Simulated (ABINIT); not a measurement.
## BP (F-43m): ε∞ against volume

The cell of BP (F-43m) is scaled evenly and the response computed anew at each volume, on one mesh.

It takes space group F-43m (No. 216, cubic). The conventional cell has a = 4.538 Å, b = 4.538 Å, c = 4.538 Å, α = 90.00°, β = 90.00°, γ = 90.00°. P on site c has 4 B at 1.97 Å as nearest neighbours. Around B on site a lie 4 P at 1.97 Å.

Method: ABINIT 10.8.3, LDA, independent particles, k-mesh 12×12×12, Lorentzian half width 0.04 eV.

Launch of the response step: `optic optic.abi`. The series took 3.7 min in all, its band step included, on 4 threads of AMD EPYC (Zen 3), with other jobs on the host.

```tsv
V/V₀	V (Å³, primitive cell)	ε∞
0.94	21.96	9.5460
0.97	22.66	?
1.00	23.36	9.5974
1.03	24.06	9.6311
1.06	24.77	9.6722
```

For small changes the quantity should be close to linear in ln V.

Working, on the rows shown:

| x = ln(V/V₀) | y = ε∞ |
| --- | --- |
| -0.0618754 | 9.546 |
| 0 | 9.5974 |
| 0.0295588 | 9.6311 |
| 0.0582689 | 9.6722 |

Means: x̄ = 0.0064881, ȳ = 9.6117. Σ(x − x̄)(y − ȳ) = 0.008165, Σ(x − x̄)² = 0.007929. Slope = 0.008165 / 0.007929 = 1.03; intercept = ȳ − slope · x̄ = 9.605. The line misses the rows shown by at most 0.0076.

Task: Predict the last column of the withheld row from the fit.

Result: At x = -0.030459 the line gives y = 9.5736. The run gave 9.5704, so the interpolation is off by 0.0032, 3 % of the range in the table.

Between the rows on either side of x = 0 the slope is (9.6311 − 9.5704) / (0.029559 − (-0.030459)) = 1.011. So d ln ε∞/d ln V = +0.11 at V₀: ε∞ falls under slight compression. Fixed polarisabilities with Lorentz local fields (Clausius-Mossotti) would give −(ε − 1)(ε + 2)/3ε = -3.46, so the polarisability itself falls as the cell is compressed. Excitons are left out and so are local fields; LDA gaps are as a rule too small. The values come from a sum over the points of one k-mesh and carry its error, which grows as the direct gap shrinks.

[Logs are printed without paths, hosts, clocks, repeated set-up lines and the standing remarks that a program may print on its own settings, such as how far it seeks lower states.]
